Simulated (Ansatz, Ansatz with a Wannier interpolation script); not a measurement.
Planning a run of Ansatz 0.2.0 on WS2 (2H monolayer). The input:

```yaml
crystal:
  lattice:
    - [3.1456180949, 0.0, 0.0]
    - [-1.5728090474, 2.7241851808, 0.0]
    - [0.0, 0.0, 29.5]
  atoms:
    - { symbol: W, position: [0.3333333333, 0.6666666667, 0.5] }
    - { symbol: S, position: [0.6666666667, 0.3333333333, 0.5531219032] }
    - { symbol: S, position: [0.6666666667, 0.3333333333, 0.4468780968] }
  periodic: [true, true, false]
kpoints:
  mp_grid: { grid: [12, 12, 1] }
hamiltonian:
  xc: pbesol
scf:
  occupations: { method: fixed }
  n_extra_bands: 123
output:
  wannier:
    kmesh: [24, 24, 1]
    projections: [{ species: S, l: p, shell: 3 }, { species: W, l: d, shell: 5 }]
    minimise: true
    write_hr: true
    seedname: w
    conv_tol: 1.0e-07
    max_iter: 4000
    disentanglement:
      window: [-12.53, 1.03]
      frozen_window: [-12.53, -2.7]
      conv_tol: 1.0e-08
```

```sh
ansatz run input.yaml --threads 12 --pin off --max-ram 27648MiB --backend cpu --events-out ev --progress --plain --runs-dir out
```

How long will it take on 12 threads of Intel Xeon 6975P-C (Granite Rapids), shared host, and how much memory?

It took 25 s; on shared hardware allow 12 s to 50 s. Peak host memory was 7.0 GiB.

[Paths, hosts, dates, memory and timing lines, banners, echoed tables and standing remarks are left out of the program output.]

[Logs are printed without paths, hosts, clocks, repeated set-up lines and the standing remarks that a program may print on its own settings, such as how far it seeks lower states.]

[Runs of the session that timed out or met a known fault of the program may be left out.]

[Hosts, paths, dates, database ids (printed as entryN), source tags and the programs' standing remarks are cut or masked in the printed files.]
